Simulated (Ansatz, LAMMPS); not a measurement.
# Glassy 50P2O5-25K2O-25CaO (mol %) (76 atoms): support functions against a reference

Wanted: errors and times of a linear-scaling basis for glassy 50P2O5-25K2O-25CaO (mol %) (76 atoms). A setting counts as converged where the r.m.s. difference of forces stays under 1 % of the r.m.s. force.

Method: Kohn-Sham DFT, PBE, PAW (set soft_2), plane waves, in Ansatz 0.2.0.

Report form: the programs' logs are mostly left out.

## 1. Starting point

The cell holds 76 atoms: 16 P, 8 K, 4 Ca and 48 O. Its edges and angles: a = 10.407 Å, b = 10.407 Å, c = 10.407 Å, α = 90.0°, β = 90.0°, γ = 90.0°. 76 atoms (16 P, 8 K, 4 Ca, 48 O) placed at random at 2.56 g/cm³, melted at 4000 K for 10 ps at fixed volume with the Morse and Coulomb pair potential with partial charges (Pedone, Malavasi, Menziani, Cormack and Segre, J. Phys. Chem. B 110, 11780 (2006)). Quenched from 4000 K to 300 K at 8 K/ps and fixed volume, held 10 ps at zero pressure.

What the set-up can't give: The quench rate of 8 K/ps far exceeds what a furnace or splat quench reaches, so expect more defects and frozen-in strain than in a real sample. The network of bonds at the start is that of the classical potential that made the cell, and needn't be the one that DFT or experiment would give. The Brillouin zone is sampled at Γ only, in a cell whose shortest periodic width is 10 Å.

## 2. Making the structure

A classical potential makes the cell, at a small fraction of what the same run would cost in DFT.

This step: classical MD, Morse and Coulomb pair potential with partial charges (Pedone, Malavasi, Menziani, Cormack and Segre, J. Phys. Chem. B 110, 11780 (2006)) (LAMMPS 22 Jul 2025 - Update 4).

Contents of in.lmp:

```
# melt-quench of P16K8Ca4O48
units metal
atom_style charge
boundary p p p
region box block 0 10.4036 0 10.4036 0 10.4036
create_box 4 box
mass 1 30.9738   # P
mass 2 39.0983   # K
mass 3 40.0780   # Ca
mass 4 15.9990   # O
create_atoms 1 random 16 380826 NULL overlap 1.5 maxtry 2000
create_atoms 2 random 8 380833 NULL overlap 1.5 maxtry 2000
create_atoms 3 random 4 380840 NULL overlap 1.5 maxtry 2000
create_atoms 4 random 48 380847 NULL overlap 1.5 maxtry 2000
pair_style hybrid/overlay pedone 5.5 coul/long 8.0
pair_coeff * * coul/long
pair_coeff 1 4 pedone 0.831326 2.585833 1.800790 1   # P-O
pair_coeff 2 4 pedone 0.011612 2.062605 3.305308 5   # K-O
pair_coeff 3 4 pedone 0.030211 2.241334 2.923245 5   # Ca-O
pair_coeff 4 4 pedone 0.042395 1.379316 3.618701 22   # O-O
set type 1 charge 3
set type 2 charge 0.6
set type 3 charge 1.2
set type 4 charge -1.2
kspace_style pppm 1.0e-4
neigh_modify delay 0 every 1 check yes
thermo_style custom step time temp pe press density
thermo_modify norm yes
timestep 0.002
thermo 100
min_style cg
minimize 1e-4 1e-4 200 2000
reset_timestep 0
velocity all create 4000 380827 mom yes dist gaussian
# [... 11 lines left out ...]
fix md all nvt temp 4000 300 0.2
run 231250 post no
unfix md
thermo 1666
fix md all npt temp 300 300 0.2 iso 0 0 2
run 5000 post no
unfix md
write_dump all custom glass.dump id type xs ys zs modify sort id
```

Started as:

```console
$ lmp -in in.lmp -log none -nocite
```

It took 89 s on 1 thread of Arm Neoverse V2, shared host; peak memory 0.068 GiB.

## 3. Plane-wave single point

This run is the reference for what follows, at a cutoff of 420 eV.

Contents of input.yaml:

```yaml
crystal:
  lattice:
    - [10.40673, 0.0, 0.0]
    - [0.0, 10.40673, 0.0]
    - [0.0, 0.0, 10.40673]
  atoms:
    - { symbol: P, position: [0.44817, 0.93111, 0.46371] }
    - { symbol: P, position: [0.95736, 0.11389, 0.97591] }
    - { symbol: P, position: [0.61238, 0.31516, 0.26203] }
    - { symbol: P, position: [0.08182, 0.11351, 0.70637] }
    - { symbol: P, position: [0.28602, 0.06915, 0.10609] }
    - { symbol: P, position: [0.21205, 0.43439, 0.4123] }
    - { symbol: P, position: [0.67417, 0.57676, 0.39754] }
    - { symbol: P, position: [0.56873, 0.43843, 0.99273] }
[... 64 atom lines left out ...]
    - { symbol: O, position: [0.8824, 0.99056, 0.00257] }
    - { symbol: O, position: [0.7035, 0.41092, 0.92599] }
    - { symbol: O, position: [0.01845, 0.16242, 0.09522] }
    - { symbol: O, position: [0.02697, 0.09122, 0.8427] }
kpoints:
  mp_grid: { grid: [1, 1, 1] }
hamiltonian:
  xc: pbe
scf:
  occupations: { method: fermi_dirac, width: 0.05 }
output:
  forces: true
  stress: true
  populations: true
  dos:
    method: { smearing: { sigma: 0.08 } }
    de: 0.1
    projected: { site_lists: { Ca: [Ca], K: [K], O: [O], P: [P] } }
  eigenvalues: true
  write_density: true
  write_potential: true
  volumetric_format: npy
```

Started as:

```console
$ ansatz run input.yaml --threads 4 --pin off --max-ram 8192MiB --backend cpu --events-out ev --progress --plain --runs-dir out
```

It took 21 s on 4 threads of Arm Neoverse V2, shared host; peak memory 1.3 GiB.

Read from the output:

```yaml
free_energy: -58937.6818 eV
free_energy_per_atom: -775.4958 eV/atom
scf_cycles: 9
pressure: 3.585 GPa
r_m_s_force_component: 1.54 eV/Å
longest_force: 8.094 eV/Å
fermi_energy: 5.798 eV
spacing_of_highest_filled_and_lowest_empty_level: 2.726 eV
spilling_of_the_projection: 0.01565
```

The r.m.s. force component of 1.5 eV/Å sets the scale for the differences below.

## 4. Support functions low

With localised support functions most steps grow linearly with size, though the diagonalisation grows faster unless the density matrix is cut; this run measures error and cost at this size.

This step: Kohn-Sham DFT, PBE, PAW (set soft_2), localised support functions (low) (Ansatz 0.2.0).

input.yaml, the sections that differ from step 3:

```yaml
scf:
  occupations: { method: fermi_dirac, width: 0.05 }
  eigensolver: { kind: { support_functions: { accuracy: low } } }
  max_iter: 150
output:
  forces: true
  eigenvalues: true
# crystal, kpoints, hamiltonian: as in step 3
```

It took 2.2 min on 4 threads; peak memory 3.3 GiB; 7.7 min of CPU time.

The program notes that the band table was not solved further than the SCF left it and it switched symmetry off.

Keys that differ from the reference: support_functions.accuracy = "low" and scf.max_iter = 150.

Forces differ from the reference by 1.0 meV/Å r.m.s., 0.066 % of their size, well within a tolerance of 1 %; the energy by -4.8 meV/atom. It took 2.2 min and 13 cycles; the reference's time can't be set against it, since the two runs asked for unlike analyses.

## 5. Support functions medium

The cell is solved in localised support functions. Besides, the program derives a nominal cutoff of 464 eV for this run, against the reference's 420.

This step: Kohn-Sham DFT, PBE, PAW (set soft_2), localised support functions (medium) (Ansatz 0.2.0).

input.yaml, the sections that differ from step 4:

```yaml
scf:
  occupations: { method: fermi_dirac, width: 0.05 }
  eigensolver: { kind: { support_functions: { accuracy: medium } } }
  max_iter: 150
# crystal, kpoints, hamiltonian, output: as in step 4
```

It took 2.3 min on 4 threads; peak memory 3.3 GiB.

Keys that differ from the reference: support_functions.accuracy = "medium" and scf.max_iter = 150.

Forces differ from the reference by 0.87 meV/Å r.m.s., 0.056 % of their size, well within a tolerance of 1 %; the energy by -4.8 meV/atom. It took 2.3 min and 15 cycles; the reference's time can't be set against it, since the two runs asked for unlike analyses.

## 6. Support functions medium, radius 3.18 Å

The radius confines each support function; a larger one gives more freedom and more work per atom.

input.yaml, the sections that differ from step 5:

```yaml
scf:
  occupations: { method: fermi_dirac, width: 0.05 }
  eigensolver: { kind: { support_functions: { accuracy: medium, radius: 3.18 } } }
  max_iter: 150
# crystal, kpoints, hamiltonian, output: as in step 5
```

The job ended after 5.5 s (4 threads; peak memory 0.29 GiB).

The program refuses radii under 3.56 Å for these atoms at this level.

## 7. What each setting buys

Each row is set against the plane-wave reference (Kohn-Sham DFT, PBE, PAW (set soft_2), plane waves; r.m.s. force component 1.54 eV/Å). Energies are set beside the reference only for runs with its functional, potentials and electron count. Times are for 4 threads of Arm Neoverse V2, shared host. The reference's time includes the DOS, the stress and grids, which some other runs skip.

```
                     run  Δ force, r.m.s. (meV/Å)  share of r.m.s. force (%)  Δ energy (meV/atom)  Δ gap (eV)  cycles     time  host memory (GiB)
               reference                        -                          -                    -           -       9     21 s                1.3
   support functions low                     1.01                     0.0657                -4.77     -7.0e-4      13  2.2 min                3.3
support functions medium                    0.869                     0.0564                -4.78           0      15  2.3 min                3.3
```

## 8. The reference in detail

With the settings judged, the reference run is read for its physics.

Length of the force by element:

```
element  coordination  atoms  mean length of the force (eV/Å)  spread  least  most
     Ca           all      4                             1.40   0.707  0.651  2.47
      K           all      8                             1.13   0.691  0.348  2.41
      O           all     48                             1.98    1.31  0.593  6.27
      P           all     16                             3.55    1.68   1.08  8.09
```

Löwdin charges by element (they lack the spilled electrons, 0.099 e an atom on average):

```
element  coordination  atoms  mean charge (e)  spread   least    most
     Ca           all      4             1.75  0.0096    1.74    1.76
      K           all      8            0.836  0.0102   0.822   0.847
      O           all     48           -0.860  0.0972  -0.990  -0.695
      P           all     16             2.19  0.0422    2.13    2.26
```

Density of states as counts of states in windows of 1 eV (from the Fermi level), total and the larger projections:

```
from (eV)  to (eV)  total   O p  P p  O s
      -10       -9    6.3   4.7  0.6  0.7
       -9       -8   19.0  14.4  1.8  1.9
       -8       -7   36.0  28.1  2.4  3.5
       -7       -6   29.5  24.0  2.2  2.1
       -6       -5   35.4  30.4  2.1  1.6
       -5       -4   42.1  38.0  1.6  0.8
       -4       -3   40.5  37.7  1.0  0.3
       -3       -2   32.1  30.5  0.5  0.1
       -2       -1   15.1  14.7  0.1  0.0
       -1        1    0.0   0.0  0.0  0.0
        1        2    2.0   0.2  0.2  0.5
        2        3    9.3   1.1  1.9  1.3
        3        4   18.7   1.3  2.4  1.1
        4        5   38.2   2.5  5.3  1.7
```

The curve was stored every 0.10 eV, coarse against its broadening of 0.08 eV, so these counts are rough.

Between -26 and -10 eV lie 198 more states.

The stored curve holds about 454 of the 480 electrons; the rest, give or take the few that broadening carries across the Fermi level, lie in deeper levels below its range.

The levels nearest the highest filled one (over half full), pooled over k-points and spins:

```
level less the highest filled one (eV)  occupation
                                -0.464           2
                                -0.454           2
                                -0.370           2
                                -0.343           2
                                -0.177           2
                                     0           2
                                  2.73           0
                                  3.52           0
                                  3.86           0
                                  4.16           0
                                  4.27           0
                                  4.35           0
```

Valence density in the bc plane at fractional x = 0.415, with atoms of P and K and Ca and O within 0.2 Å of it. It is the smooth field of the valence electrons, not physical close to the nuclei.

Ten steps, logarithmic in the rise over the least value, from '0' (0.0 e/Å³) to '9' (6.8 e/Å³), each cell a mean:
```
11111110123432100000000000011
10012221135664200000000012332
21135654246764210001111135775
42258986334553210123332357997
42268997422333221246765457997
21247885211135542369986556664
10023443211145653368986444432
00001234442234542245654455531
10001246764212211112223578852
12222357875210000000012599963
35654456764100000000002478764
68986545542100000000001245654
68997522442100000000000234435
56775444432100000000001246654
33333344431000000000001468864
11111123321000000000011478863
10000112110000000013322356642
00000000000000000246764223321
22111000000000001368886211111
56421000000000001378886300024
99742000000000000257764100136
99742100000000000123432000137
77531100000000000000100000025
33221110001111000000000000012
```
Columns run along b (10.4 Å), rows up along c (10.4 Å). Atoms in or near the plane, at fractional coordinates: P at (0.23, 0.48), K at (0.69, 0.20), Ca at (0.19, 0.81), O at (0.92, 0.83), O at (0.87, 0.60), O at (0.08, 0.48), O at (0.69, 0.75), O at (0.03, 0.11).

Electrostatic potential energy in the bc plane at fractional x = 0.415, with atoms of P and K and Ca and O within 0.2 Å of it. With pseudopotentials it is smooth inside the atoms' cores, unlike the true potential.

Ten even steps from '0' (-46 eV) to '9' (11 eV), each cell a mean:
```
99999999999999999999999999999
99998889998679999999999999999
99986457897459999999999998668
99851004788789999999999984115
99840003788888889996577663115
99863125788876678962024114679
99887678898875468973234014899
99998888899876678998787556899
99999986469988888999999742489
99999884248999999999999720169
88778654479999999999999952367
62125200278999999999999985213
41013000168999999999999973000
66456300379999999999999984102
89998766789999999999999962257
99999998999999999999999952279
99999999999999999998889986799
99999999999999999875457999999
99999999999999999841015899999
77899999999999999841015899999
21589999999999999864347899996
10489999999999999988788999995
65799999999999999999999999998
99999999999999999999999999999
```
Columns run along b (10.4 Å; values clipped at the 3rd and 97th percentile), rows up along c (10.4 Å). Atoms in or near the plane, at fractional coordinates: P at (0.23, 0.48), K at (0.69, 0.20), Ca at (0.19, 0.81), O at (0.92, 0.83), O at (0.87, 0.60), O at (0.08, 0.48), O at (0.69, 0.75), O at (0.03, 0.11).

Mean Löwdin charges: Ca +1.75, K +0.84, O -0.86, P +2.19 e (they miss 1.6 % of the electrons, so they add up to more than the cell's charge).

## 9. Structure statistics

These statistics describe the geometry on which the runs were made.

Density 2.56 g/cm³, 14.83 Å³ an atom.

Pair distribution functions g(r), in bins of 0.2 Å:

```
r (Å)  total   O-O    O-P   O-K  O-Ca   P-P   P-K
 1.40   0.65  0.00   2.44  0.00  0.00  0.00  0.00
 1.60   3.48  0.00  13.11  0.00  0.00  0.00  0.00
 1.80   0.10  0.00   0.38  0.00  0.00  0.00  0.00
 2.00   0.00  0.00   0.00  0.00  0.00  0.00  0.00
 2.20   0.15  0.07   0.00  0.00  1.82  0.00  0.00
 2.40   1.59  3.10   0.00  0.19  4.92  0.00  0.00
 2.60   1.48  2.84   0.00  2.04  0.67  0.00  0.00
 2.80   0.54  0.31   0.00  2.08  1.48  0.00  0.00
 3.00   0.72  0.82   0.19  1.19  0.00  2.63  0.00
 3.20   0.95  1.11   0.45  1.14  0.44  3.51  0.34
 3.40   0.77  0.77   0.79  0.60  0.39  0.00  2.11
 3.60   1.16  0.88   1.31  1.44  0.73  0.00  1.88
 3.80   1.15  0.86   1.77  0.73  0.49  0.25  2.72
 4.00   1.21  0.56   2.12  1.08  1.31  0.65  2.87
 4.20   0.85  0.64   1.06  0.79  1.18  0.39  1.00
 4.40   1.23  1.22   1.09  1.27  1.57  1.80  0.92
 4.60   1.19  1.23   0.94  1.16  1.75  1.99  1.16
 4.80   1.11  1.43   0.68  1.12  1.02  1.54  1.22
 5.00   0.99  1.04   0.61  1.50  1.80  0.97  0.56
```

Bonds by pair of elements; cutoffs follow the first minimum of g(r), held within bounds set by covalent radii, and pairs that aren't listed don't count as bonded:

```
pair A-B  cutoff (Å)  bonds  mean length (Å)  spread (Å)  shortest (Å)  B about A  A about B
     O-P        2.11     65             1.54       0.057          1.45       1.35       4.06
     O-K        3.15     38             2.79       0.162          2.46      0.792       4.75
    O-Ca        2.83     21             2.44       0.169          2.23      0.438       5.25
```

The cutoff for O-Ca falls short of the minimum of g(r), so counts run low and odd coordinations can be artefacts.

How many atoms have how many bonded neighbours:

```
element  mean   2   3   4  5  6
     Ca  5.25   0   0   0  3  1
      K  4.75   0   0   2  6  0
      O  2.58  24  20   4  0  0
      P  4.06   0   0  15  1  0
```

Oxygen atoms by the number of network formers (Si, P, Ge, B, Al, As, Ga) bound to them:

```
network formers bound to O  O atoms  per cent
                         0        0         0
                         1       31      64.6
                         2       17      35.4
```

Network units: each former by its oxygen neighbours and how many of them bridge to another former:

```
former  O neighbours  bridging O  atoms
     P             4           1      6
     P             4           2      3
     P             4           3      6
     P             5           4      1
```

Rings of the network by King's shortest-path rule, up to 12 atoms, one path for each pair of neighbours; H, halogens, alkali and alkaline-earth atoms are left out, and the last column divides by all other atoms, bonded or not:

```
ring size (atoms)  rings  per network atom
               12      1             0.016
```

First main peaks of g(r), for some of the pairs, lie near 2.5 Å (O-O), 1.5 Å (O-P), 2.8 Å (O-K), 2.4 Å (O-Ca) and 3.1 Å (P-P). 35 % of the oxygens bridge two formers (P) and 65 % are non-bridging. All rings counted have 12 atoms.

A closer look about P13, which bears the longest force: 10 atoms, nearest first, numbered in the order of the input, with positions taken from that point.

```
atom      x      y      z  distance (Å)  bonds  Löwdin charge (e)     Fx     Fy  Fz (eV/Å)
 P13   0.00   0.00   0.00          0.00      4               2.16   2.33  -7.33       2.52
 O60   1.39   0.32   0.52          1.52      4              -0.91  -0.40   1.66       0.51
 O65   0.06  -1.29  -0.81          1.53      2              -0.87  -0.54   1.37       0.38
 O53  -0.52   1.14  -0.87          1.53      2              -0.69  -2.33   4.91      -3.13
 O34  -1.07  -0.21   1.22          1.64      2              -0.76   2.52   1.29      -2.31
 P15  -1.01   2.30  -1.83          3.11      4               2.24  -0.14  -0.37      -1.01
  P7  -2.10  -0.84   2.23          3.18      4               2.20   0.35   0.29       0.98
 O50  -0.64   2.94   1.55          3.39      3              -0.90   0.11  -0.30      -1.16
 O33   1.04   0.19  -3.31          3.47      3              -0.96  -1.31   2.43       2.46
 K17   3.14   0.51  -1.45          3.50      4               0.84  -0.42   0.28      -0.87
```

The column of bonds counts only the pairs O-P within 2.11 Å, O-K within 3.15 Å, O-Ca within 2.83 Å; other neighbours, such as metal atoms beside each other in a compound, aren't counted, and periodic images can show an atom twice.

## 10. Outcome

| Property | Result |
| --- | --- |
| free energy per atom | -775.4958 eV/atom |
| pressure | 3.585 GPa |
| r.m.s. force component | 1.54 eV/Å |
| gap (highest filled to lowest empty level) | 2.726 eV |
| wall time of the 3 DFT runs | 4.9 min |

What this shows: Against plane waves at 420 eV, the forces differ by 0.87 meV/Å (0.056 %) with support functions medium. At 76 atoms the fastest of the runs at a preset level, support functions low, takes roughly 6.2 times the time of plane waves (whose run also made extra analyses, so the like-for-like ratio is larger), in 13 SCF cycles against 9. Differences between support functions and plane waves include what basis error the plane-wave run still has.

The highest filled and lowest empty levels differ by 2.73 eV (at Γ alone); a semilocal functional tends to put such gaps too low. In a disordered cell it changes from sample to sample, and tail or defect levels can set it. 35 % of the oxygens bridge two formers (P) and 65 % are non-bridging.

What to keep in mind: The force components of 1.5 eV/Å r.m.s. reflect the temperature of the frame as well as the gap between the generating potential and DFT. The pressure of 3.6 GPa is that of one thermal frame, in which the classical model's bond lengths enter as well as the volume, without the kinetic term.

[Logs are printed without paths, hosts, clocks, repeated set-up lines and the standing remarks that a program may print on its own settings, such as how far it seeks lower states.]

[Hosts, paths, dates, database ids (printed as entryN), source tags and the programs' standing remarks are cut or masked in the printed files.]
